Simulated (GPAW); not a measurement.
# The N K excitation threshold of BN (P6_3mc) under uniform strain

For each volume the threshold was computed as E(hole) − E(ground) plus the lowest empty eigenvalue of the hole cell (GPAW, LDA, 16-atom cell, total energies on 5×5×5 k points, the eigenvalue on 6×6×6, hole spin-paired). The values are raw, 8 eV above the value with the free atom's term for the hole's spin taken off; only their change is used. The threshold is the spectrum's zero, where absorption may be weak, not the visible edge.

| volume | ln(V/V₀) | threshold (eV) |
| --- | --- | --- |
| V × 0.94 | -0.06188 | 405.758 |
| V × 0.97 | -0.03046 | ? |
| V × 1 | +0.00000 | 405.861 |
| V × 1.03 | +0.02956 | 405.906 |
| V × 1.06 | +0.05827 | 405.936 |

The database entry behind the starting cell has ideal inner coordinates that were not refined, so it need not match the best structure at ambient conditions.

Fit a straight line in ln(V/V₀), give its slope, and predict the threshold at V × 0.97.

The means of the given rows are x̄ = +0.00649 and Ē = 405.865 eV. Σ(x − x̄)(E − Ē) = 0.01196 and Σ(x − x̄)² = 0.00793, so the slope is +1.51 eV, and the line passes the given rows within 0.007 eV. At x = -0.03046 it gives 405.865 + (+1.51) × (-0.03695) = 405.810 eV. The run gives 405.809 eV, a miss of +0.001 eV over a total move of +0.178 eV. The slope is the clamped-ion volume deformation potential of the lowest empty level of the hole cell on this mesh (the hole may pull it below the band edge) against the N 1s level, with the hole's relaxation included: the threshold rises by 0.015 eV for 1 % of expansion. The charged cell's image error also scales with the cell's size and isn't taken out.

[Hosts, paths, dates, database ids (printed as entryN), source tags and the programs' standing remarks are cut or masked in the printed files.]

[Lists of maxima count a maximum above −3 eV only where it reaches 4 % of the highest in the window and stands out from its surroundings by 2 % of it (1.5 % where it reaches 55 %); shoulders and weaker maxima are passed over, and of the rest the first, up to two pre-edge ones and the few strongest are named.]
